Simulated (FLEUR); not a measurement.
**Anisotropy of free Co(0001) film, 2 layers with FLEUR**

One state of free Co(0001) film, 2 layers is converged without symmetry. Force theorems then give its anisotropy.

Calculated with FLEUR MaX-R8.1; PBE; all-electron FLAPW film, Dirac cores, scalar-relativistic bands.

## (1) The starting structure

The cell holds 2 atoms: 2 Co. Cell: a = 2.507 Å, b = 2.507 Å, c = 16.035 Å, α = 90.0°, β = 90.0°, γ = 120.0°. Layers at typed spacings, unrelaxed. Vacuum lies along c.

As a file:

```cif
data_structure
_symmetry_space_group_name_H-M 'P 1'
_symmetry_Int_Tables_number 1
_cell_length_a 2.5070
_cell_length_b 2.5070
_cell_length_c 16.0350
_cell_angle_alpha 90.000
_cell_angle_beta 90.000
_cell_angle_gamma 120.000
_cell_volume 87.28
loop_
_atom_site_label
_atom_site_type_symbol
_atom_site_fract_x
_atom_site_fract_y
_atom_site_fract_z
_atom_site_occupancy
Co1 Co 0.66667 0.33333 0.43655 1
Co2 Co 0.33333 0.66667 0.56346 1
```

## (2) Reference state

The force theorems are single passes in this state's potential, so it has to be converged first.

No symmetry is used, so that later steps may turn the spins freely; k and −k are joined. FLEUR takes the sheet as a true film: the images along c are dropped, heights are typed in bohr, and the vacuum on both sides is semi-infinite. inpgen writes inp.xml from crystal.txt; cutoffs, mixing, functional, smearing and local orbitals are then set in the file. The k list scf (kpts.xml, not shown) is a Γ-centred 14×14×1 mesh; where the ranks do not divide the number of points, some are split in two of half the weight.

inp.xml reads:

```
<?xml version="1.0" encoding="UTF-8" standalone="no"?>
<fleurInput fleurInputVersion="0.39">
   <comment>
      Co
   </comment>
   <calculationSetup>
      <cutoffs Kmax="3.66" Gmax="11.0" GmaxXC="11.0" numbands="0"/>
      <scfLoop itmax="150" minDistance="0.00002" maxIterBroyd="15" imix="Anderson" alpha="0.03" precondParam="0.0" spinf="2.0" sdNocoIR="T"/>
      <coreElectrons ctail="F" frcor="F" kcrel="0" coretail_lmax="0"/>
      <xcFunctional name="pbe" relativisticCorrections="F"/>
      <magnetism jspins="2" l_noco="F" l_ss="F">
         <qss>0.0 0.0 0.0</qss>
         <mtNocoParams l_mperp="F" l_mtNocoPot="F" l_relaxSQA="F" mag_mixing_scheme="0" mix_RelaxWeightOffD="1.0" l_constrained="F" mix_constr="1.0"/>
         <sourceFreeMag l_sourceFree="F" l_scaleMag="F" mag_scale="1.0"/>
      </magnetism>
      <soc l_soc="F" theta="0.0" phi="0.0" spav="F"/>
      <expertModes spex="0" secvar="F"/>
      <geometryOptimization l_f="F" forcealpha="1.0" forcemix="BFGS" epsdisp="0.00001" epsforce="0.00001"/>
      <ldaU l_linMix="F" mixParam="0.05" spinf="1.0"/>
   </calculationSetup>
   <cell>
      <bzIntegration valenceElectrons="34.0" mode="hist" fermiSmearingEnergy="0.00183747">
         <kPointListSelection listName="scf"/>
         <xi:include xmlns:xi="http://www.w3.org/2001/XInclude" href="kpts.xml"> </xi:include>
      </bzIntegration>
      <xi:include xmlns:xi="http://www.w3.org/2001/XInclude" href="sym.xml"> </xi:include>
      <filmLattice scale="1.0" dVac="9.13" dTilda="11.63">
         <bravaisMatrixFilm>
            <row-1>    4.7375437355433538    -0.0000000791795246</row-1>
            <row-2>   -2.3687717992124133     4.1028332661104852</row-2>
         </bravaisMatrixFilm>
         <vacuumEnergyParameters vacuum="1" spinUp="-.25" spinDown="-.25"/>
         <vacuumEnergyParameters vacuum="2" spinUp="-.25" spinDown="-.25"/>
      </filmLattice>
   </cell>
   <atomSpecies>
      <species name="Cobalt (Co2.000" element="Co" atomicNumber="27">
         <mtSphere radius="2.24" gridPoints="741" logIncrement="0.016"/>
         <atomicCutoffs lmax="8" lnonsphr="6"/>
         <electronConfig flipSpins="F">
            <coreConfig>(1s1/2) (2s1/2) (2p1/2) (2p3/2)</coreConfig>
            <valenceConfig>(3s1/2) (3p1/2) (3p3/2) (4s1/2) (3d3/2) (3d5/2)</valenceConfig>
            <stateOccupation state="(3d3/2)" spinUp="1.5" spinDown="1.3"/>
            <stateOccupation state="(3d5/2)" spinUp="3.0" spinDown="1.2"/>
         </electronConfig>
         <energyParameters s="4" p="4" d="3" f="4"/>
         <lo type="SCLO" l="0" n="3" eDeriv="0"/>
         <lo type="SCLO" l="1" n="3" eDeriv="0"/>
      </species>
   </atomSpecies>
   <atomGroups>
      <atomGroup species="Cobalt (Co2.000">
         <filmPos label="                   1">-1.000/3.000 1.000/3.000 -1.9227980798</filmPos>
         <force calculate="T" relaxXYZ="TTT"/>
         <nocoParams  alpha="0.0" beta="0.0"/>
      </atomGroup>
      <atomGroup species="Cobalt (Co2.000">
         <filmPos label="                   2">1.000/3.000 -1.000/3.000 1.9227980798</filmPos>
         <force calculate="T" relaxXYZ="TTT"/>
         <nocoParams  alpha="0.0" beta="0.0"/>
      </atomGroup>
   </atomGroups>
   <output dos="F" band="F" slice="F">
      <bandDOS minEnergy="-.5*Htr" maxEnergy="0.5*Htr" sigma="0.015" storeEVData="T"/>
      <plotting iplot="0" polar="F">
         <plot TwoD="T" vec1="  1.0  0.0  0.0" vec2="  0.0  1.0  0.0" vec3="  0.0  0.0  1.0" zero="  0.0  0.0 -0.5" file="plot"/>
      </plotting>
      <moessbauerParams electricFieldGradient="F" isomerShift="F" coreHyperfine="F" valenceHyperfine="F"/>
   </output>
</fleurInput>
```

crystal.txt reads:

```
Co
&input film=T cartesian=F /
2.50700018054  -0.00000004190  0.00000000000
-1.25350005399  2.17112586459  0.00000000000
0.00000000000  0.00000000000  1.00000000000
1.8897261246
1.0 1.0 1.0

2
27 0.66666666667  0.33333333333  -1.92279807980 : 2.000
27 0.33333333333  0.66666666667  1.92279807980 : 2.000

&kpt div1=14 div2=14 div3=1 gamma=T /
```

The run is started by

```sh
$ OMP_NUM_THREADS=1 inpgen -f crystal.txt -nosym -noco > inpgen.log  # inp.xml is then edited as shown
$ OMP_NUM_THREADS=1 mpirun -n 4 fleur_MPI > fleur.log
```

What it wrote:

```text
Welcome to FLEUR        (www.flapw.de)
      MaX-Release 8.1          (www.max-centre.eu)

 ========== k-point set info ==========
 Selected k-point list: scf
 k-point list type: mesh
 0 x 0 x 0
 Number of k points: 100

 ------------Calculation Setup---------------------------
 Number of MPI-tasks      :            4
 Number of PE/node        :            4
 Number of OMP-threads    :            1
 k-points in parallel     :            4
 pe's per k-point         :            1
 No of k-point loops      :           25
 Eigenvalue solver        :       lapack
 Number of basis functions:          206
 Approximate size of matrices (H+S) per k-point:         0.001 GB
 --------------------------------------------------------
 Iteration:     1   Distance:      14.62942836 me/bohr^3
 Iteration:     2   Distance:      12.97263961 me/bohr^3
 Iteration:     3   Distance:       7.52514863 me/bohr^3
 Iteration:     4   Distance:       6.80680702 me/bohr^3
 Iteration:     5   Distance:       3.01856503 me/bohr^3
 Iteration:     6   Distance:       2.67652660 me/bohr^3
 Iteration:     7   Distance:       0.72474370 me/bohr^3
 Iteration:     8   Distance:       0.69895269 me/bohr^3
 Iteration:     9   Distance:       0.35141035 me/bohr^3
 Iteration:    10   Distance:       0.33732964 me/bohr^3
 Iteration:    11   Distance:       0.21995369 me/bohr^3
 Iteration:    12   Distance:       0.14164245 me/bohr^3
 Iteration:    13   Distance:       0.07226400 me/bohr^3
 Iteration:    14   Distance:       0.03949287 me/bohr^3
 Iteration:    15   Distance:       0.02498994 me/bohr^3
 Iteration:    16   Distance:       0.02424918 me/bohr^3
 Iteration:    17   Distance:       0.02288298 me/bohr^3
 Iteration:    18   Distance:       0.01977220 me/bohr^3
 Iteration:    19   Distance:       0.00417789 me/bohr^3
 Iteration:    20   Distance:       0.00186979 me/bohr^3
 Iteration:    21   Distance:       0.00186760 me/bohr^3
 Iteration:    22   Distance:       0.00076295 me/bohr^3
 Iteration:    23   Distance:       0.00028621 me/bohr^3
 Iteration:    24   Distance:       0.00029315 me/bohr^3
 Iteration:    25   Distance:       0.00005653 me/bohr^3
 Iteration:    26   Distance:       0.00003332 me/bohr^3
 Iteration:    27   Distance:       0.00002495 me/bohr^3
 Iteration:    28   Distance:       0.00000709 me/bohr^3

 ********************************************************************
 Run finished successfully
 Stop message:
   all done
 ********************************************************************

--- out.xml (last complete iteration) ---
<iteration numberForCurrentRun="   28" overallNumber="   28">
         [... left out ...]
         <bandgap value="0.0000000012" units="eV"/>
         <sumValenceSingleParticleEnergies value="-47.2609657362" units="Htr"/>
         <FermiEnergy value="-0.1836766947" units="Htr"/>
         <valenceDensity>
            <mtCharges spin="1">
               <mtCharge atomType="1" total="8.7608936" s="1.1861985" p="3.1195584" d="4.4435457" f="0.0087913"/>
               <mtCharge atomType="2" total="8.7608936" s="1.1861985" p="3.1195584" d="4.4435457" f="0.0087913"/>
            </mtCharges>
            <mtCharges spin="2">
               <mtCharge atomType="1" total="7.0093313" s="1.1972664" p="3.1594903" d="2.6413033" f="0.0087233"/>
               <mtCharge atomType="2" total="7.0093313" s="1.1972664" p="3.1594903" d="2.6413033" f="0.0087233"/>
            </mtCharges>
            <spinDependentCharge spin="1" total="18.6661848" interstitial="1.0472093" mtSpheres="17.5217872" vacuum1="0.0485941" vacuum2="0.0485941"/>
            <spinDependentCharge spin="2" total="15.3338154" interstitial="1.2030523" mtSpheres="14.0186626" vacuum1="0.0560503" vacuum2="0.0560503"/>
            <totalCharge value="34.0000002333"/>
         </valenceDensity>
         [... left out ...]
         <allElectronCharges>
            <spinDependentCharge spin="1" total="28.6661848" interstitial="1.0472093" mtSpheres="27.5217872" vacuum1="0.0485941" vacuum2="0.0485941"/>
            <spinDependentCharge spin="2" total="25.3338154" interstitial="1.2030523" mtSpheres="24.0186626" vacuum1="0.0560503" vacuum2="0.0560503"/>
            <totalCharge value="54.0000002340"/>
         </allElectronCharges>
         <magneticMomentsInMTSpheres units="muBohr">
            <globalMagMoment atomType="1" vec="0.00000   0.00000   1.75156"/>
            <localMagMoment atomType="1" vec="0.00000   0.00000   1.75156"/>
            <globalMagMoment atomType="2" vec="0.00000   0.00000   1.75156"/>
            <localMagMoment atomType="2" vec="0.00000   0.00000   1.75156"/>
         </magneticMomentsInMTSpheres>
         <moessbauerParams unitsHFF="kG" unitsIS="e/bohr^3" unitsEFG="Htr/bohr^2">
         </moessbauerParams>
         <totalEnergy value="    -2786.8971044491" units="Htr">
            <sumOfEigenvalues value="    -1632.9939123285">
               <coreElectrons value="-1585.7329465923"/>
               <valenceElectrons value="-47.2609657362"/>
            </sumOfEigenvalues>
            <densityCoulombPotentialIntegral value="-4306.0480809946"/>
            <densityEffectivePotentialIntegral value="-4460.9726866471"/>
            <chargeDenXCDenIntegral value="-119.3109362098"/>
            <FockExchangeEnergyValence value="0.0000000000"/>
            <FockExchangeEnergyCore value="0.0000000000"/>
            <atomTypeDependentContributions atomType="1">
               <electronNucleiInteractionDifferentMTs value="1666.6276720675"/>
               <MadelungTerm value="-4.6427790080"/>
            </atomTypeDependentContributions>
            <atomTypeDependentContributions atomType="2">
               <electronNucleiInteractionDifferentMTs value="1666.6276719050"/>
               <MadelungTerm value="-4.6427790800"/>
            </atomTypeDependentContributions>
            <tkbTimesEntropy value="0.0005539962"/>
            <freeEnergy value="-2786.8976584453"/>
            <extrapolationTo0K value="-2786.8973814472"/>
         </totalEnergy>
         <densityConvergence units="me/bohr^3">
            <chargeDensity spin="1" distance="0.0000039382"/>
            <chargeDensity spin="2" distance="0.0000043195"/>
            <overallChargeDensity distance="0.0000042581"/>
            <spinDensity distance="0.0000070855"/>
         </densityConvergence>
      </iteration>
```

The job ended after 62 s (4 MPI ranks of Arm Neoverse V2, shared host; peak memory 0.6 GiB).

Read from the output:

- free energy: -75835.3486 eV
- program's band gap on this mesh (in a metal only a level spacing): 1.20e-9 eV
- magnetization: 3.332 μB
- final state: ferromagnetic
- largest moment: 1.752 μB

After 28 cycles the largest moment stands at 1.75 μB.

## (3) Anisotropy by the force theorem, rung 1

Anisotropy is a small difference, so it is taken from sums over occupied states at a frozen potential, where most errors cancel.

One pass with spin–orbit coupling for each direction, from the saved density. Inversion lets half of the mesh serve, which the program's warning doesn't know. The k list mae (kpts.xml, not shown) is a Γ-centred 23×23×1 mesh.

inp.xml: that of step 2 with these lines changed.

```diff
@@ -6,4 +6,4 @@
    <calculationSetup>
-      <cutoffs Kmax="3.66" Gmax="11.0" GmaxXC="11.0" numbands="0"/>
-      <scfLoop itmax="150" minDistance="0.00002" maxIterBroyd="15" imix="Anderson" alpha="0.03" precondParam="0.0" spinf="2.0" sdNocoIR="T"/>
+      <cutoffs Kmax="3.66" Gmax="11.0" GmaxXC="11.0" numbands="66"/>
+      <scfLoop itmax="1" minDistance="0.00002" maxIterBroyd="15" imix="Anderson" alpha="0.03" precondParam="0.0" spinf="2.0" sdNocoIR="T"/>
       <coreElectrons ctail="F" frcor="F" kcrel="0" coretail_lmax="0"/>
@@ -15,3 +15,3 @@
       </magnetism>
-      <soc l_soc="F" theta="0.0" phi="0.0" spav="F"/>
+      <soc l_soc="T" theta="0.0" phi="0.0" spav="F"/>
       <expertModes spex="0" secvar="F"/>
@@ -22,3 +22,3 @@
       <bzIntegration valenceElectrons="34.0" mode="hist" fermiSmearingEnergy="0.00183747">
-         <kPointListSelection listName="scf"/>
+         <kPointListSelection listName="mae"/>
          <xi:include xmlns:xi="http://www.w3.org/2001/XInclude" href="kpts.xml"> </xi:include>
@@ -69,2 +69,5 @@
    </output>
+   <forceTheorem>
+      <MAE theta="0.0 1.5707963 1.5707963" phi="0.0 0.0 1.5707963"/>
+   </forceTheorem>
 </fleurInput>
```

The run is started by

```sh
$ OMP_NUM_THREADS=1 mpirun -n 4 fleur_MPI -warn_only > fleur.log
```

What it wrote:

```text
[banner, memory and clock lines left out]
Welcome to FLEUR        (www.flapw.de)
      MaX-Release 8.1          (www.max-centre.eu)
************FLEUR-Warning*****************
Error message: k-point set is not compatible to missing time-reversal symmetry in calculation.
Error occurred in subroutine: gen_bz
Error from PE:0/4
Other PEs with error messages:
     3-k-point set is not compatible to missing time-reversal symmetry in calculation.
*****************************************

 ========== k-point set info ==========
 Selected k-point list: mae
 k-point list type: mesh
 0 x 0 x 0
 Number of k points: 268

 [... set-up left out ...]
 ********************************************************************
 Run finished successfully
 Stop message:
   Forcetheorem MAE
 ********************************************************************

--- out.xml (force theorem) ---
<Forcetheorem_MAE Angles="3" units="Htr">
            <Angle theta="0.0000000" phi="0.0000000" ev-sum="-47.262644229"/>
            <Angle theta="1.5707963" phi="0.0000000" ev-sum="-47.262649068"/>
            <Angle theta="1.5707963" phi="1.5707963" ev-sum="-47.262649042"/>
         </Forcetheorem_MAE>
```

The job ended after 16 s (4 MPI ranks; peak memory 0.52 GiB).

Anisotropy energies, by row:

```csv
axis,x,y,z,band energy less the first axis' (meV a cell)
z,0,0,1,0
x,1,0,0,-0.1317
y,0,1,0,-0.131
```

Shape anisotropy is not in these numbers.

## (4) Anisotropy by the force theorem, rung 2

A second rung shows how far the first can be trusted.

The k list mae (kpts.xml, not shown) is a Γ-centred 35×35×1 mesh.

inp.xml is that of step 3.

What it wrote:

```text
[banner, memory and clock lines left out]
Welcome to FLEUR        (www.flapw.de)
      MaX-Release 8.1          (www.max-centre.eu)
************FLEUR-Warning*****************
Error message: k-point set is not compatible to missing time-reversal symmetry in calculation.
Error occurred in subroutine: gen_bz
Error from PE:0/4
Other PEs with error messages:
     3-k-point set is not compatible to missing time-reversal symmetry in calculation.
*****************************************

 ========== k-point set info ==========
 Selected k-point list: mae
 k-point list type: mesh
 0 x 0 x 0
 Number of k points: 616

 [... set-up left out ...]
 ********************************************************************
 Run finished successfully
 Stop message:
   Forcetheorem MAE
 ********************************************************************

--- out.xml (force theorem) ---
<Forcetheorem_MAE Angles="3" units="Htr">
            <Angle theta="0.0000000" phi="0.0000000" ev-sum="-47.262584253"/>
            <Angle theta="1.5707963" phi="0.0000000" ev-sum="-47.262587323"/>
            <Angle theta="1.5707963" phi="1.5707963" ev-sum="-47.262587322"/>
         </Forcetheorem_MAE>
```

Wall time 35 s (4 MPI ranks); peak memory 0.82 GiB.

Anisotropy energies, by row:

```csv
axis,x,y,z,band energy less the first axis' (meV a cell)
z,0,0,1,0
x,1,0,0,-0.08354
y,0,1,0,-0.08351
```

(Continued in part 2 of 2.)

[Logs and program files are shortened in this print: banners, set-up blocks, solver, clock and traceback lines can be left out without a mark of their own.]

[Logs are printed without paths, hosts, clocks, repeated set-up lines and the standing remarks that a program may print on its own settings, such as how far it seeks lower states.]

[Hosts, paths, dates, database ids (printed as entryN), source tags and the programs' standing remarks are cut or masked in the printed files.]

[Where a cell is said to come from a database of computed structures, the database is the Materials Project.]
